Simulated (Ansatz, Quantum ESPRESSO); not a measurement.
# Rh: work function by face, part 3 of 6

Aim: the work function of the low-index faces of Rh, their order, and how far the functional matters.

Quantum ESPRESSO 7.5; plane-wave DFT, PBE, GBRV ultrasoft pseudopotentials; geometry and cross-check by Ansatz 0.2.0 with PAW datasets.

So far. Step 2 (Relaxation with Ansatz of (111)):  Held were the atoms numbered 3; the forces quoted are those on the free ones. Step 6 (Electrostatic potential of (111)): On (111) the work function under PBEsol lies +0.14 eV from PBE's.

## Step 7: Relaxation with Ansatz of (100)

Level of this step: plane-wave DFT, PBE, Ansatz PAW (Ansatz 0.2.0).

Input file input.yaml:

```yaml
crystal:
  lattice:
    - [2.6870057685, 0.0, 0.0]
    - [0.0, 2.6870057685, 0.0]
    - [0.0, 0.0, 23.6]
  atoms:
    - { symbol: Rh, position: [0.0, 0.0, 0.3389830508] }
    - { symbol: Rh, position: [0.5, 0.5, 0.4194915254] }
    - { symbol: Rh, position: [0.0, 0.0, 0.5] }
    - { symbol: Rh, position: [0.5, 0.5, 0.5805084746] }
    - { symbol: Rh, position: [0.0, 0.0, 0.6610169492] }
kpoints:
  mp_grid: { grid: [12, 12, 1] }
hamiltonian:
  xc: pbe
scf:
  occupations: { method: fermi_dirac, width: 0.1 }
  convergence: { dr2_threshold: 1.0e-08 }
efield:
  axis: 3
  dipole_correction: true
  ramp_position: 0.97
  ramp_width: 0.04
relax:
  f_tol: 0.01
  constraints: [{ sites: [2] }]
output:
  write_potential: true
  write_density: true
  volumetric_format: npy
```

Started as:

```sh
$ ansatz run input.yaml --threads 4 --pin off --max-ram 8192MiB --backend cpu --events-out ev --progress --plain --runs-dir out
```

Numbers of over 12 decimals in the logs are rounded to 6 here.

Log:

```text
[...]
Crystal: 5 atoms, lattice volume = 170.392 Å³
Basis set: ecut = 420 eV, 3363 PW (Γ), exchange–correlation on 36×36×320 points (8 copies of the dense FFT grid, shifted against one another)
Bands: 51, of which v1, the nominal top of the filled ones, is band 43 counted from 1 (42 counted from 0)
Symmetry: 8 space group operations
k-points: 28 of 144
[...]
SCF iter   1: F=—  HF=-32012.365383 eV  |F-HF|=—  |Δ(HF+E_count)|=         —  Δρ=5.03e-3  dr2=1.34e-1  ethr=1.77e-3  p=-0.000 e·Å  D=-5.82e-6 V/Å  ΔV_dip=0.00 eV  dr2_dipole=1.97e-6  V_vac-E_F(+/−)=4.75/4.75 eV  ⟨swp⟩=9.4  Hψ=6744  notcnv=0  defer=2
[...]
SCF iter   9: F=-32012.358096 eV  HF=-32012.358096 eV  |F-HF|=6.42e-9  |Δ(HF+E_count)|=   1.70e-7  Δρ=1.53e-6  dr2=3.40e-9  ethr=1.18e-11  p=-0.000 e·Å  D=-2.52e-6 V/Å  ΔV_dip=0.00 eV  dr2_dipole=1.50e-10  V_vac-E_F(+/−)=5.07/5.07 eV  ⟨swp⟩=10.1  Hψ=10604  notcnv=0
SCF 1 converged in 9 iterations: F = -32012.358096 eV  dr2 = 3.40e-9
[...]
relax step   1: F+E_penalty+E_count = -32012.35809588 eV  Δ(F+E_penalty+E_count) = +0.000e0 eV  max|allowed force component| = 6.284e-1 eV/Å  Δτ_max = 0.0000 Å  (9 SCF iters, accepted)
[...]
SCF iter   8: F=-32012.383736 eV  HF=-32012.383736 eV  |F-HF|=4.60e-8  |Δ(HF+E_count)|=   3.11e-8  Δρ=1.63e-6  dr2=3.08e-9  ethr=1.18e-11  p=-0.000 e·Å  D=-5.98e-6 V/Å  ΔV_dip=0.00 eV  dr2_dipole=2.28e-11  V_vac-E_F(+/−)=5.09/5.09 eV  ⟨swp⟩=9.2  Hψ=12015  notcnv=0
SCF 2 converged in 8 iterations: F = -32012.383736 eV  dr2 = 3.08e-9
[...]
relax step   2: F+E_penalty+E_count = -32012.38373647 eV  Δ(F+E_penalty+E_count) = -2.564e-2 eV  max|allowed force component| = 2.105e-1 eV/Å  Δτ_max = 0.0582 Å  (8 SCF iters, accepted)
SCF iter   1: F=—  HF=-32012.387784 eV  |F-HF|=—  |Δ(HF+E_count)|=         —  Δρ=2.09e-3  dr2=7.50e-3  ethr=3.16e-5  p=-0.000 e·Å  D=-7.05e-6 V/Å  ΔV_dip=0.00 eV  dr2_dipole=4.24e-9  V_vac-E_F(+/−)=5.09/5.09 eV  ⟨swp⟩=3.2  Hψ=3378  notcnv=0  defer=10
[...]
SCF iter   8: F=-32012.387018 eV  HF=-32012.387018 eV  |F-HF|=4.80e-9  |Δ(HF+E_count)|=   8.89e-8  Δρ=8.93e-7  dr2=1.13e-9  ethr=1.18e-11  p=-0.000 e·Å  D=-6.97e-6 V/Å  ΔV_dip=0.00 eV  dr2_dipole=2.45e-10  V_vac-E_F(+/−)=5.09/5.09 eV  ⟨swp⟩=9.1  Hψ=11134  notcnv=0
SCF 3 converged in 8 iterations: F = -32012.387018 eV  dr2 = 1.13e-9
[...]
relax step   3: F+E_penalty+E_count = -32012.38701811 eV  Δ(F+E_penalty+E_count) = -3.282e-3 eV  max|allowed force component| = 1.121e-2 eV/Å  Δτ_max = 0.0191 Å  (8 SCF iters, accepted)
SCF iter   1: F=—  HF=-32012.387370 eV  |F-HF|=—  |Δ(HF+E_count)|=         —  Δρ=3.82e-4  dr2=7.01e-4  ethr=2.37e-6  p=-0.000 e·Å  D=-6.62e-6 V/Å  ΔV_dip=0.00 eV  dr2_dipole=2.56e-9  V_vac-E_F(+/−)=5.09/5.09 eV  ⟨swp⟩=2.0  Hψ=2731  notcnv=0  defer=10
[...]
SCF iter   7: F=-32012.387047 eV  HF=-32012.387047 eV  |F-HF|=7.05e-9  |Δ(HF+E_count)|=   1.31e-8  Δρ=9.81e-7  dr2=3.83e-9  ethr=1.18e-11  p=-0.000 e·Å  D=-6.73e-6 V/Å  ΔV_dip=0.00 eV  dr2_dipole=4.37e-10  V_vac-E_F(+/−)=5.09/5.09 eV  ⟨swp⟩=9.9  Hψ=9858  notcnv=0
SCF 4 converged in 7 iterations: F = -32012.387047 eV  dr2 = 3.83e-9
relax step   4: F+E_penalty+E_count = -32012.38704727 eV  Δ(F+E_penalty+E_count) = -2.917e-5 eV  max|allowed force component| = 3.016e-3 eV/Å  Δτ_max = 0.0030 Å  (7 SCF iters, accepted)
NSCF: frozen V_eff on 28 k-points
[...]
SCF converged after 7 iterations
Free energy (F): -32012.387047 eV
[...]
Internal energy: -32012.121138 eV  (E = F + TS)
E sigma→0 (E₀):  -32012.254093 eV
Entropy (-TS):   -0.265909 eV (-53.182 meV/atom)
Fermi energy:    6.009788 eV
Dipole field:    D = 0.000024 V/Å  (p = 0.000022 e·Å, saw-weighted, corrected)
Work function:   Φ+ = 5.0849 eV   Φ− = 5.0855 eV
[...]
--- Forces (eV/Å), atoms counted from 1 ---
  atom   1  Rh     0.00000000     0.00000000     0.00300480
  atom   2  Rh    -0.00000000     0.00000000    -0.00116792
  atom   3  Rh     0.00000000     0.00000000     0.00000236
  atom   4  Rh     0.00000000     0.00000000     0.00117136
  atom   5  Rh    -0.00000000     0.00000000    -0.00301571
  max |Σ_I F_I| component: 5.11e-6 eV/Å
--- Band table (eV; the first three rows and the last of 28) ---
  k-point 0: bands = [... 39 lower, 5.2160, 5.4581, 5.4800, 6.0466, 6.1701, 6.1701, 6.5194, 6.6316, ... 4 higher]
  k-point 1: bands = [... 39 lower, 5.1311, 5.5820, 5.6969, 5.7210, 5.8765, 6.3725, 6.3756, 6.3800, ... 4 higher]
  k-point 2: bands = [... 39 lower, 4.9888, 5.1823, 5.3960, 5.5313, 5.5484, 6.1551, 6.2460, 6.6468, ... 4 higher]
  k-point 27: bands = [... 39 lower, 6.4179, 6.9900, 6.9912, 7.1019, 7.4908, 7.4908, 10.3353, 10.3353, ... 4 higher]
--- Relaxed structure (4 steps of the walk, 4 accepted, 0 SCFs on fresh bases) ---
  F+E_penalty+E_count = -32012.38704727 eV   max|allowed force component| = 3.016e-3 eV/Å
  atoms:
    - { symbol: Rh, position: [0, 0.0, 0.339388] }
    - { symbol: Rh, position: [0.5, 0.5, 0.417770] }
    - { symbol: Rh, position: [0.0, 0.0, 0.5] }
    - { symbol: Rh, position: [0.5, 0.5, 0.582230] }
    - { symbol: Rh, position: [0, 0.0, 0.660612] }
```

It took 26 s on 4 threads of Arm Neoverse V1, shared host; peak memory 0.54 GiB; 98 s of CPU time.

The steps of the relaxation:

| step | energy less that of the first step (eV) | largest force component (eV/Å) |
| --- | --- | --- |
| 1 | 0.0000 | 0.6284 |
| 2 | -0.0256 | 0.2105 |
| 3 | -0.0289 | 0.0112 |
| 4 | -0.0290 | 0.0030 |

Forces are held to the 8 operations that the run works with; a distortion that breaks them can't arise in this run.

The atoms that moved most (Å):

| atom | dx | dy | dz | length |
| --- | --- | --- | --- | --- |
| Rh4 | 0.000 | 0.000 | 0.041 | 0.041 |
| Rh2 | 0.000 | 0.000 | -0.041 | 0.041 |
| Rh1 | 0.000 | 0.000 | 0.010 | 0.010 |
| Rh5 | 0.000 | 0.000 | -0.010 | 0.010 |

The relaxation lowers the energy by 6 meV an atom. Held were the atoms numbered 3; the forces quoted are those on the free ones.

This step gave:

- free energy: -32012.3870 eV
- energy at zero smearing: -32012.2541 eV
- smearing term TS: 0.2659 eV
- Fermi energy: 6.010 eV
- symmetry operations: 8
- work function of the upper face: 5.085 eV
- work function of the lower face: 5.085 eV
- dipole along the normal: 2.23e-5 e·Å

## Step 8: Self-consistent run of (100), PBE

Level of this step: plane-wave DFT, PBE, GBRV ultrasoft pseudopotentials (Quantum ESPRESSO 7.5).

Input file 100.pbe.in:

```
&control
  prefix = '100.pbe'
  outdir = './out'
  pseudo_dir = './pseudo'
  calculation = 'scf'
  tprnfor = .true.
/
&system
  ibrav = 0
  nat = 5
  ntyp = 1
  ecutwfc = 40
  ecutrho = 200
  occupations = 'smearing'
  smearing = 'mv'
  degauss = 0.02
/
&electrons
  conv_thr = 1e-07
  mixing_beta = 0.4
  electron_maxstep = 120
  mixing_mode = 'local-TF'
/
ATOMIC_SPECIES
  Rh  102.9055  rh_pbe_v1.4.uspp.F.UPF
CELL_PARAMETERS angstrom
  2.68700576850000 0.00000000000000 0.00000000000000
  0.00000000000000 2.68700576850000 0.00000000000000
  0.00000000000000 0.00000000000000 23.60000000000000
ATOMIC_POSITIONS crystal
  Rh  -0.000000000000 0.000000000000 0.339387624456
  Rh  0.500000000000 0.500000000000 0.417770195379
  Rh  0.000000000000 0.000000000000 0.500000000000
  Rh  0.500000000000 0.500000000000 0.582229822248
  Rh  -0.000000000000 0.000000000000 0.660612422243
K_POINTS automatic
  12 12 1 0 0 0
```

Started as:

```sh
$ OMP_NUM_THREADS=1 mpirun -n 4 pw.x -nk 4 -in 100.pbe.in > 100.pbe.out
```

Log:

```text
[banner, memory and clock lines left out]
Program PWSCF v.7.5 starts
[citation notice left out]

[...]
Message from routine setup:
[...]
bravais-lattice index     =            0
     lattice parameter (alat)  =       5.0777  a.u.
     unit-cell volume          =    1149.8622 (a.u.)^3
     number of atoms/cell      =            5
     number of atomic types    =            1
     number of electrons       =        75.00
     number of Kohn-Sham states=           46
     kinetic-energy cutoff     =      40.0000  Ry
     charge density cutoff     =     200.0000  Ry
     scf convergence threshold =      1.0E-07
     mixing beta               =       0.4000
     number of iterations used =            8  local-TF  mixing
     Exchange-correlation=  SLA  PW   PBX  PBC
                           (   1   4   3   4   0   0   0)

[...]
PseudoPot. # 1 for Rh read from file:
     ./pseudo/rh_pbe_v1.4.uspp.F.UPF
     Pseudo is Ultrasoft + core correction, Zval = 15.0
     Generated by new atomic code, or converted to UPF format
     Using radial grid of  969 points,  7 beta functions with:
                l(1) =   0
                l(2) =   0
                l(3) =   1
                l(4) =   1
                l(5) =   2
                l(6) =   2
                l(7) =   2
     Q(r) pseudized with  8 coefficients,  rinner =    1.200   1.200   1.200
                                                       1.200   1.200

     atomic species   valence    mass     pseudopotential
     Rh               15.00   102.90550     Rh( 1.00)

     16 Sym. Ops., with inversion, found

[...]
number of k points=    28  Marzari-Vanderbilt smearing, width (Ry)=  0.0200
[...]
Dense  grid:    55013 G-vectors     FFT dimensions: (  24,  24, 216)

     Smooth grid:    39335 G-vectors     FFT dimensions: (  24,  24, 180)

     Initial potential from superposition of free atoms

     starting charge      72.4995, renormalised to      75.0000

     negative rho (up, down):  2.840E-01 0.000E+00
     Starting wfcs are   60 randomized atomic wfcs

     per-process dynamical memory:    63.9 Mb

     Self-consistent Calculation

     iteration #  1     ecut=    40.00 Ry     beta= 0.40
     Davidson diagonalization with overlap
     ethr =  1.00E-02,  avg # of iterations =  3.3

     negative rho (up, down):  2.933E-01 0.000E+00

     total energy              =    -855.96964823 Ry
     estimated scf accuracy    <       3.71259421 Ry

     iteration #  2     ecut=    40.00 Ry     beta= 0.40
[...]
negative rho (up, down):  3.027E-01 0.000E+00

[...]
total energy              =    -855.76066628 Ry
     estimated scf accuracy    <       0.93872812 Ry

     iteration #  3     ecut=    40.00 Ry     beta= 0.40
[...]
negative rho (up, down):  3.067E-01 0.000E+00

[...]
total energy              =    -855.82672368 Ry
     estimated scf accuracy    <       0.15051259 Ry

     iteration #  4     ecut=    40.00 Ry     beta= 0.40
[...]
negative rho (up, down):  3.074E-01 0.000E+00

[...]
total energy              =    -855.84442791 Ry
     estimated scf accuracy    <       0.03186418 Ry

     iteration #  5     ecut=    40.00 Ry     beta= 0.40
[...]
negative rho (up, down):  3.079E-01 0.000E+00

[...]
total energy              =    -855.84447264 Ry
     estimated scf accuracy    <       0.00315580 Ry

     iteration #  6     ecut=    40.00 Ry     beta= 0.40
[...]
negative rho (up, down):  3.054E-01 0.000E+00

[...]
total energy              =    -855.84432446 Ry
     estimated scf accuracy    <       0.00127572 Ry

[...]
iteration # 11     ecut=    40.00 Ry     beta= 0.40
[...]
c_bands:  1 eigenvalues not converged
[...]
negative rho (up, down):  2.898E-01 0.000E+00

[...]
total energy              =    -855.84373325 Ry
     estimated scf accuracy    <       0.00000831 Ry

     iteration # 12     ecut=    40.00 Ry     beta= 0.40
[...]
negative rho (up, down):  2.898E-01 0.000E+00

[...]
total energy              =    -855.84373522 Ry
     estimated scf accuracy    <       0.00000067 Ry

     iteration # 13     ecut=    40.00 Ry     beta= 0.40
[...]
negative rho (up, down):  2.898E-01 0.000E+00

[...]
total energy              =    -855.84373518 Ry
     estimated scf accuracy    <       0.00000028 Ry

     iteration # 14     ecut=    40.00 Ry     beta= 0.40
[...]
negative rho (up, down):  2.898E-01 0.000E+00

[...]
End of self-consistent calculation

          k = 0.0000 0.0000 0.0000 (  4913 PWs)   bands (ev):

   -41.4012 -41.2381 -41.0160 -41.0160 -40.9787 -40.9787 -40.9523 -40.7982
   -40.7982 -40.4140 -40.4083 -40.3971 -40.3971 -40.3968 -40.3968  -1.8689
    -0.7708  -0.4054  -0.0837   0.2700   0.3739   0.4849   1.2576   2.0702
     2.4325   2.8331   2.8331   3.4792   3.4792   3.7969   4.1128   4.4773
     4.6129   4.6129   4.7980   5.0455   5.0597   5.6349   5.7552   5.7552
     6.1027   6.2146   6.3906   6.3906   6.9935   8.2197

          k = 0.0000 0.0833 0.0000 (  4887 PWs)   bands (ev):

   -41.3928 -41.2420 -41.0396 -41.0326 -41.0112 -40.9757 -40.9296 -40.8243
   -40.7978 -40.4231 -40.4228 -40.4093 -40.4050 -40.3955 -40.3952  -1.6923
    -0.6194  -0.2802   0.0415   0.3705   0.5157   0.6108   1.3471   2.1163
     2.5221   2.7849   2.8754   3.1419   3.4540   3.8944   4.1211   4.3152
     4.3886   4.4933   4.7133   5.1642   5.2842   5.3107   5.4608   5.9559
     5.9597   5.9641   6.1309   6.4325   7.6081   8.9535

[...]
the Fermi energy is     5.5907 ev

!    total energy              =    -855.84373518 Ry
     estimated scf accuracy    <       0.00000002 Ry
     smearing contrib. (-TS)   =       0.00102106 Ry
     internal energy E=F+TS    =    -855.84475624 Ry

     The total energy is F=E-TS. E is the sum of the following terms:
     one-electron contribution =   -7482.21334027 Ry
     hartree contribution      =    3766.37912183 Ry
     xc contribution           =    -149.57593862 Ry
     ewald contribution        =    3009.56540081 Ry

     convergence has been achieved in  14 iterations

     negative rho (up, down):  2.898E-01 0.000E+00

     Forces acting on atoms (cartesian axes, Ry/au):

     atom    1 type  1   force =     0.00000000    0.00000000    0.00122573
     atom    2 type  1   force =     0.00000000    0.00000000   -0.00111848
     atom    3 type  1   force =     0.00000000    0.00000000    0.00000000
     atom    4 type  1   force =     0.00000000    0.00000000    0.00111848
     atom    5 type  1   force =     0.00000000    0.00000000   -0.00122573

     Total force =     0.002347     Total SCF correction =     0.000642
     SCF correction compared to forces is large: reduce conv_thr to get better values

[...]
```

Wall time 55 s (4 MPI ranks); peak memory 0.63 GiB; 3.6 min of CPU time.

Read from the output:

| Property | Result |
| --- | --- |
| free energy | -11644.3472 eV |
| Fermi energy | 5.591 eV |

## Step 9: Potential by pp.x of (100)

Input file 100.pbe.pot.in:

```
&inputpp
  prefix = '100.pbe'
  outdir = './out'
  filplot = '100.pbe.pot.dat'
  plot_num = 11
/
```

Started as:

```sh
$ OMP_NUM_THREADS=1 mpirun -n 4 pp.x -in 100.pbe.pot.in > 100.pbe.pot.out
```

Log:

```text
[banner, memory and clock lines left out]
Program POST-PROC v.7.5 starts
[citation notice left out]

[...]
./out/100.pbe.save/

[...]
negative rho (up, down):  2.898E-01 0.000E+00

     Calling punch_plot, plot_num =  11
     Writing data to file  100.pbe.pot.dat
     Message from routine chdens:
     namelist plot not found or invalid, exiting
```

It took 0.86 s on 4 MPI ranks; peak memory 0.1 GiB.

Numbers from this step:

* work function of the upper face: 5.108 eV
* slope of the potential above: 2.98e-4 eV/Å
* upper vacuum line continued to the top atoms, over the Fermi level: 5.107 eV
* work function of the lower face: 5.109 eV
* slope of the potential below: -1.85e-4 eV/Å
* lower vacuum line continued to the bottom atoms, over the Fermi level: 5.108 eV

The potential energy, planar mean oscillates, so the rows of the table below give means over windows of 1.86 Å about each position, cut where the curve ends. Its maxima inside the range that stand out by 2 % of the span (Å: eV): 9.0: -3.82, 10.8: -2.81, 12.8: -2.81, 14.6: -3.82. Its minima: 8.0: -15.7, 9.8: -16.0, 11.8: -15.9, 13.8: -16.0, 15.6: -15.7.

Electrostatic potential energy of an electron; zero at the Fermi level. Table of potential energy, planar mean by z; means over each step:

```
z (Å)  potential energy, planar mean (eV)
 0.93                                5.11
 2.79                                5.11
 4.65                                5.09
 6.51                                2.50
 8.37                               -9.93
10.23                               -9.83
12.09                               -9.82
13.95                               -10.2
15.81                               -8.77
17.67                                4.56
19.53                                5.10
21.39                                5.11
23.25                                5.11
```

## Step 10: Ground state of (100), PBEsol

Level of this step: plane-wave DFT, PBEsol, GBRV ultrasoft pseudopotentials (Quantum ESPRESSO 7.5).

100.pbesol.in is the input of step 8 with these lines changed:

```diff
@@ -1,3 +1,3 @@
 &control
-  prefix = '100.pbe'
+  prefix = '100.pbesol'
   outdir = './out'
@@ -24,3 +24,3 @@
 ATOMIC_SPECIES
-  Rh  102.9055  rh_pbe_v1.4.uspp.F.UPF
+  Rh  102.9055  rh_pbesol_v1.4.uspp.F.UPF
 CELL_PARAMETERS angstrom
```

Started as:

```sh
$ OMP_NUM_THREADS=1 mpirun -n 4 pw.x -nk 4 -in 100.pbesol.in > 100.pbesol.out
```

Log:

```text
[banner, memory and clock lines left out]
Program PWSCF v.7.5 starts
[...]
Message from routine setup:
[...]
number of electrons       =        75.00
     number of Kohn-Sham states=           46
     kinetic-energy cutoff     =      40.0000  Ry
     charge density cutoff     =     200.0000  Ry
[...]
number of k points=    28  Marzari-Vanderbilt smearing, width (Ry)=  0.0200
[...]
Dense  grid:    55013 G-vectors     FFT dimensions: (  24,  24, 216)
[...]
negative rho (up, down):  2.758E-01 0.000E+00
     Starting wfcs are   60 randomized atomic wfcs
[...]
negative rho (up, down):  2.871E-01 0.000E+00
[...]
estimated scf accuracy    <       3.92214085 Ry
[...]
negative rho (up, down):  2.980E-01 0.000E+00
[...]
estimated scf accuracy    <       0.98783909 Ry
[...]
negative rho (up, down):  3.021E-01 0.000E+00
[...]
estimated scf accuracy    <       0.15118834 Ry
[...]
negative rho (up, down):  3.021E-01 0.000E+00
[...]
estimated scf accuracy    <       0.03152498 Ry
[...]
negative rho (up, down):  3.022E-01 0.000E+00
[...]
estimated scf accuracy    <       0.00316692 Ry
[...]
negative rho (up, down):  2.993E-01 0.000E+00
[...]
estimated scf accuracy    <       0.00147825 Ry
[...]
negative rho (up, down):  2.913E-01 0.000E+00
[...]
estimated scf accuracy    <       0.00233447 Ry
[...]
negative rho (up, down):  2.853E-01 0.000E+00
[...]
estimated scf accuracy    <       0.00071054 Ry
[...]
negative rho (up, down):  2.840E-01 0.000E+00
[...]
estimated scf accuracy    <       0.00047814 Ry
[...]
negative rho (up, down):  2.829E-01 0.000E+00
[...]
estimated scf accuracy    <       0.00000983 Ry
[...]
negative rho (up, down):  2.826E-01 0.000E+00
[...]
estimated scf accuracy    <       0.00001206 Ry
[...]
negative rho (up, down):  2.825E-01 0.000E+00
[...]
estimated scf accuracy    <       0.00000059 Ry
[...]
negative rho (up, down):  2.825E-01 0.000E+00
[...]
estimated scf accuracy    <       0.00000037 Ry
[...]
negative rho (up, down):  2.825E-01 0.000E+00
[...]
the Fermi energy is     5.4547 ev
!    total energy              =    -855.60497609 Ry
     estimated scf accuracy    <          5.7E-09 Ry
     smearing contrib. (-TS)   =       0.00106853 Ry
     internal energy E=F+TS    =    -855.60604462 Ry
[...]
one-electron contribution =   -7482.41100013 Ry
     hartree contribution      =    3765.84663065 Ry
     xc contribution           =    -148.60707595 Ry
     ewald contribution        =    3009.56540081 Ry
     convergence has been achieved in  14 iterations
     negative rho (up, down):  2.825E-01 0.000E+00
[...]
Total force =     0.030791     Total SCF correction =     0.000305
[...]
```

The job ended after 54 s (4 MPI ranks; peak memory 0.59 GiB; 3.6 min of CPU time).

Numbers from this step:

- free energy: -11641.0987 eV
- Fermi energy: 5.455 eV

## Step 11: Potential by pp.x of (100)

Input file 100.pbesol.pot.in:

```
&inputpp
  prefix = '100.pbesol'
  outdir = './out'
  filplot = '100.pbesol.pot.dat'
  plot_num = 11
/
```

Started as:

```sh
$ OMP_NUM_THREADS=1 mpirun -n 4 pp.x -in 100.pbesol.pot.in > 100.pbesol.pot.out
```

Run time: 0.85 s. Hardware: 4 MPI ranks; peak memory 0.1 GiB.

Read from the output:

| Item | Value |
| --- | --- |
| work function of the upper face | 5.234 eV |
| slope of the potential above | 2.68e-4 eV/Å |
| upper vacuum line continued to the top atoms, over the Fermi level | 5.233 eV |
| work function of the lower face | 5.234 eV |
| slope of the potential below | -1.63e-4 eV/Å |
| lower vacuum line continued to the bottom atoms, over the Fermi level | 5.233 eV |

On (100) the work function under PBEsol lies +0.13 eV from PBE's.

(Part 3 of 6 ends here.)

[Logs are printed without paths, hosts, clocks, repeated set-up lines and the standing remarks that a program may print on its own settings, such as how far it seeks lower states.]

[Hosts, paths, dates, database ids (printed as entryN), source tags and the programs' standing remarks are cut or masked in the printed files.]

[Maps of the electrostatic potential energy from Ansatz leave out the sawtooth potential of an applied field or a dipole correction, so their vacuum need not be flat; planar profiles and work functions include it.]
